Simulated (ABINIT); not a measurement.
## Quasiparticle gap of GaN (F-43m) in ABINIT

How does a plane-wave GW calculation on GaN (F-43m) run from the first input to the gap?

Calculated with ABINIT 10.8.3; PBE and many-body steps on it, plane waves.

**Experimental background.**

- Gap 3.23 eV: absorption onset (direct gap at Gamma) of unexcited film, from imaginary part of dielectric function; spectroscopic ellipsometry (steady-state reference of time-resolved measurement); 300 K; film on 3C-SiC/Si(001) (“Femtosecond pump-probe absorption edge spectroscopy of cubic GaN”, 2022, arxiv:2206.02223).

### Step 1. Starting point

The structure is cubic, space group F-43m (No. 216). The conventional cell has a = 4.507 Å, b = 4.507 Å, c = 4.507 Å, α = 90.00°, β = 90.00°, γ = 90.00°. Nearest to Ga lie 4 N at 1.95 Å. N has 4 Ga at 1.95 Å nearest. Farther neighbours, and contacts between anions beyond the nearest, are not listed.

Coordinates:

```cif
data_structure
_symmetry_space_group_name_H-M 'P 1'
_symmetry_Int_Tables_number 1
_cell_length_a 3.1869
_cell_length_b 3.1869
_cell_length_c 3.1869
_cell_angle_alpha 60.000
_cell_angle_beta 60.000
_cell_angle_gamma 60.000
_cell_volume 22.89
loop_
_atom_site_label
_atom_site_type_symbol
_atom_site_fract_x
_atom_site_fract_y
_atom_site_fract_z
_atom_site_occupancy
Ga1 Ga 0.00000 0.00000 0.00000 1
N2 N 0.75000 0.75000 0.75000 1
```

The cell and positions are those that the Materials Project relaxed with its own functionals (PBE, PBE+U or r2SCAN), kept fixed. This is not the form that GaN usually takes at ambient conditions.

### Step 2. Ground state

This step: ABINIT 10.8.3; DFT, PBE, plane waves, norm-conserving pseudopotentials.

The ground-state density comes first.

Input file run.abi:

```
acell 3*1.0 Angstrom
rprim 
  0.000000000000 2.253500607500 2.253500607500
  2.253500607500 0.000000000000 2.253500607500
  2.253500607500 2.253500607500 0.000000000000
ntypat 2
znucl 31 7
natom 2
typat 1 2
xred 
  0.000000000000 0.000000000000 0.000000000000
  0.750000000000 0.750000000000 0.750000000000
pp_dirpath "pseudos"
pseudos "Ga.upf, N.upf"
ecut 45
ngkpt 8 8 8
nshiftk 1
shiftk 0 0 0
kptopt 1
chksymbreak 0
nband 18
occopt 1
tolvrs 1e-10
nstep 60
prtwf 0
optforces 0
optstress 0
indata_prefix "in"
outdata_prefix "out"
tmpdata_prefix "tmp"
```

The run is started by

```bash
OMP_NUM_THREADS=1 mpirun -n 8 abinit run.abi > log
```

The log of the run:

```text
.Version 10.8.3 of ABINIT. v10.8.2 released Aug 2026.

 Symmetries : space group F-4 3 m (#216); Bravais cF (face-center cubic)
================================================================================
 Values of the parameters that define the memory need of the present run
     intxc =       0    ionmov =       0      iscf =       7    lmnmax =       6
     lnmax =       6     mgfft =      40  mpssoang =       3    mqgrid =    3001
     natom =       2  nloc_mem =       1    nspden =       1   nspinor =       1
    nsppol =       1      nsym =      24    n1xccc =    2501    ntypat =       2
    occopt =       1   xclevel =       2
-    mband =          18        mffmem =           1         mkmem =           4
       mpw =        2245          nfft =       64000          nkpt =          29
================================================================================
  Rough estimation (10% accuracy) of disk space for files :
================================================================================

--------------------------------------------------------------------------------
------------- Echo of variables that govern the present computation ------------
--------------------------------------------------------------------------------
 -outvars: echo values of preprocessed input variables --------
            acell      1.8897261259E+00  1.8897261259E+00  1.8897261259E+00 Bohr

      chksymbreak           0
             ecut      4.50000000E+01 Hartree
-          fftalg         312

              ixc     -101130
              kpt      0.00000000E+00  0.00000000E+00  0.00000000E+00
                       1.25000000E-01  0.00000000E+00  0.00000000E+00
                       2.50000000E-01  0.00000000E+00  0.00000000E+00
                       3.75000000E-01  0.00000000E+00  0.00000000E+00
                       5.00000000E-01  0.00000000E+00  0.00000000E+00
                       1.25000000E-01  1.25000000E-01  0.00000000E+00
                       2.50000000E-01  1.25000000E-01  0.00000000E+00
                       3.75000000E-01  1.25000000E-01  0.00000000E+00
                       5.00000000E-01  1.25000000E-01  0.00000000E+00
   [... 18 further rows ...]
                      -3.75000000E-01  5.00000000E-01  1.25000000E-01
                      -2.50000000E-01  5.00000000E-01  2.50000000E-01
         kptrlatt        8    0    0      0    8    0      0    0    8
          kptrlen      4.81794160E+01
P           mkmem           4
            natom           2
            nband          18
            ngfft          40      40      40
             nkpt          29
            nstep          60
             nsym          24
           ntypat           2
              occ      2.000000  2.000000  2.000000  2.000000  2.000000  2.000000
                       2.000000  2.000000  2.000000  2.000000  2.000000  2.000000
                       2.000000  0.000000  0.000000  0.000000  0.000000  0.000000
        optforces           0
        optstress           0
            prtwf           0
            rprim      0.0000000000E+00  2.2535006075E+00  2.2535006075E+00
[...]
spgroup         216

           tolvrs      1.00000000E-10

             xred      0.0000000000E+00  0.0000000000E+00  0.0000000000E+00
[...]
znucl       31.00000    7.00000

================================================================================

 chkinp: Checking input parameters for consistency.

================================================================================
== DATASET  1 ==================================================================
-   mpi_nproc: 8, omp_nthreads: 1 (-1 if OMP is not activated)

--- !DatasetInfo
iteration_state: {dtset: 1, }
dimensions: {natom: 2, nkpt: 29, mband: 18, nsppol: 1, nspinor: 1, nspden: 1, mpw: 2245, }
cutoff_energies: {ecut:  45.0, pawecutdg:  -1.0, }
electrons: {nelect:   2.60000000E+01, charge:   0.00000000E+00, occopt:   1.00000000E+00, tsmear:   1.00000000E-02, }

 Real(R)+Recip(G) space primitive vectors, cartesian coordinates (Bohr,Bohr^-1):
 R(1)=  0.0000000  4.2584990  4.2584990  G(1)= -0.1174123  0.1174123  0.1174123
 R(2)=  4.2584990  0.0000000  4.2584990  G(2)=  0.1174123 -0.1174123  0.1174123
 R(3)=  4.2584990  4.2584990  0.0000000  G(3)=  0.1174123  0.1174123 -0.1174123
 Unit cell volume ucvol=  1.5445417E+02 bohr^3
 Angles (23,13,12)=  6.00000000E+01  6.00000000E+01  6.00000000E+01 degrees

 getcut: wavevector=  0.0000  0.0000  0.0000  ngfft=  40  40  40
         ecut(hartree)=     45.000   => boxcut(ratio)=   2.19947

--- Pseudopotential description ------------------------------------------------
- Ga Generated using ONCVPSP code by D. R. Hamann
- 31.00000  21.00000  171031                  znucl, zion, pspdat
12 -101130 2 -1 1902                          pspcod,pspxc,lmax,lloc,mmax
     nproj     2     2     2
  pspatm : epsatm=   21.85474337
         --- l  ekb(1:nproj) -->
[...]
pspatm: atomic psp has been read  and splines computed

- N Generated using ONCVPSP code by D. R. Hamann
-  7.00000   5.00000  171031                  znucl, zion, pspdat
12 -101130 1 -1 1058                          pspcod,pspxc,lmax,lloc,mmax
     nproj     2     2     0
  pspatm : epsatm=    5.20977870
         --- l  ekb(1:nproj) -->
[...]
1   -4.293905   -1.006988
 pspatm: atomic psp has been read  and splines computed

   7.03677574E+02                                ecore*ucvol(ha*bohr**3)
--------------------------------------------------------------------------------

_setup2: Arith. and geom. avg. npw (full set) are    2226.443    2226.425

================================================================================

--- !BeginCycle
iteration_state: {dtset: 1, }
solver: {iscf: 7, nstep: 60, nline: 4, wfoptalg: 0, }
tolerances: {tolvrs: 1.00E-10, }

     iter   Etot(hartree)      deltaE(h)  residm     vres2
 ETOT  1  -258.01753091192    -2.580E+02 5.649E-01 9.585E+02
 ETOT  2  -258.56781723981    -5.503E-01 1.404E-01 9.659E+02
 ETOT  3  -258.71788889241    -1.501E-01 4.324E-03 1.424E+00
 ETOT  4  -258.71813151589    -2.426E-04 7.054E-04 5.223E-01
 ETOT  5  -258.71822784614    -9.633E-05 3.970E-04 2.144E-02
 ETOT  6  -258.71823016905    -2.323E-06 6.764E-05 1.218E-03
 ETOT  7  -258.71823026511    -9.606E-08 3.682E-05 1.381E-04
 ETOT  8  -258.71823028487    -1.976E-08 6.163E-06 2.349E-06
 ETOT  9  -258.71823028540    -5.248E-10 3.419E-06 1.801E-08
 ETOT 10  -258.71823028540    -4.775E-12 2.695E-06 6.841E-11

 At SCF step   10       vres2   =  6.84E-11 < tolvrs=  1.00E-10 =>converged.

--- !ResultsGS
iteration_state: {dtset: 1, }
comment   : Summary of ground state results
lattice_vectors:
- [  0.0000000,   4.2584990,   4.2584990, ]
- [  4.2584990,   0.0000000,   4.2584990, ]
- [  4.2584990,   4.2584990,   0.0000000, ]
lattice_lengths: [   6.02243,    6.02243,    6.02243, ]
lattice_angles: [ 60.000,  60.000,  60.000, ] # degrees, (23, 13, 12)
lattice_volume:   1.5445417E+02
convergence: {deltae: -4.775E-12, res2:  6.841E-11, residm:  2.695E-06, diffor:  0.000E+00, }
etotal    :  -2.58718230E+02
entropy   :   0.00000000E+00
fermie    :   2.52201327E-01
cartesian_stress_tensor: null
pressure_GPa: null
xred      :
- [  0.0000E+00,   0.0000E+00,   0.0000E+00, Ga]
- [  7.5000E-01,   7.5000E-01,   7.5000E-01,  N]
cartesian_forces: null
force_length_stats: {min: null, max: null, mean: null, }

 Integrated electronic density in atomic spheres:
 ------------------------------------------------
 Atom  Sphere_radius  Integrated_density
    1        2.00000         18.88453299
    2        2.00000          5.24763507
================================================================================

 ----iterations are completed or convergence reached----

 Mean square residual over all n,k,spin=   64.341E-10; max=  26.947E-07
 reduced coordinates (array xred) for    2 atoms
       0.000000      0.000000      0.000000
       0.750000      0.750000      0.750000
 rms dE/dt=  0.0000E+00; max dE/dt=  0.0000E+00; dE/dt below (all hartree)
    1       0.000000      0.000000      0.000000
    2       0.000000      0.000000      0.000000

 cartesian coordinates (angstrom) at end:
    1      0.000000     0.000000     0.000000
    2      3.380251     3.380251     3.380251
 length scales=  1.889726  1.889726  1.889726 bohr
              =  1.000000  1.000000  1.000000 angstroms
 prteigrs : about to open file out_EIG
 Fermi (or HOMO) energy (hartree) =   0.25220   Average Vxc (hartree)=  -0.43124
 Eigenvalues (hartree) for nkpt=  29  k points:
 kpt#   1, nband= 18, wtk=  0.00195, kpt=  0.0000  0.0000  0.0000 (reduced coord)
  -4.97665   -3.16387   -3.16387   -3.16387   -0.33240   -0.24568   -0.24568   -0.24568
  -0.23446   -0.23446    0.25220    0.25220    0.25220    0.31643    0.63289    0.63289
   0.63289    0.89971
 prteigrs : prtvol=0 or 1, do not print more k-points.

--- !EnergyTerms
iteration_state     : {dtset: 1, }
comment             : Components of total free energy in Hartree
kinetic             :  1.277021E+02
hartree             :  1.003721E+02
xc                  : -2.896853E+01
Ewald energy        : -1.353148E+02
psp_core            :  4.555899E+00
local_psp           : -2.667062E+02
non_local_psp       : -6.035870E+01
total_energy        : -2.587182E+02
total_energy_eV     : -7.040082E+03
band_energy         : -3.100809E+01

== END DATASET(S) ==============================================================
================================================================================

 -outvars: echo values of variables after computation  --------
           etotal     -2.5871823029E+02
            nband          18
             nkpt          29
          spgroup         216
 [... the other variables as echoed above ...]

 Calculation completed.
```

The job ended after 7.5 s (8 MPI ranks of Intel Xeon 6975P-C (Granite Rapids), shared host; peak memory 0.63 GiB).

Read from the output:

```
total energy               : -7040.0817 eV
gap                        : 1.748 eV
k of the valence top       : 0, 0, 0
k of the conduction bottom : 0, 0, 0
least direct gap           : 1.748 eV
```

The gap is direct, at Γ.

[end of part 1 of 3]

[Long decimals in the printed logs are rounded to 6 places.]

[Logs are printed without paths, hosts, clocks, repeated set-up lines and the standing remarks that a program may print on its own settings, such as how far it seeks lower states.]

[Paths, hosts, dates, memory and timing lines, banners, echoed tables and standing remarks are left out of the program output; an Ansatz launch command may be rebuilt from the run's recorded settings. Measured values are a selection of at most five: reports struck by readers or far from the other reports are left out. None is set beside runs whose start may be inverted or whose files or cutoffs have a known fault.]

[Runs of the session that timed out or met a known fault of the program may be left out.]

[Hosts, paths, dates, database ids (printed as entryN), source tags and the programs' standing remarks are cut or masked in the printed files.]

[G0W0 gaps are taken among the corrected bands and points alone; a level outside them can change the order at an edge.]

[Where Ansatz stands beside ABINIT at settings called matched, ABINIT's density can come from a denser mesh and the files from another edition; pairs whose starting gaps differed by over 0.03 eV were left out, so agreement reads better than it is.]
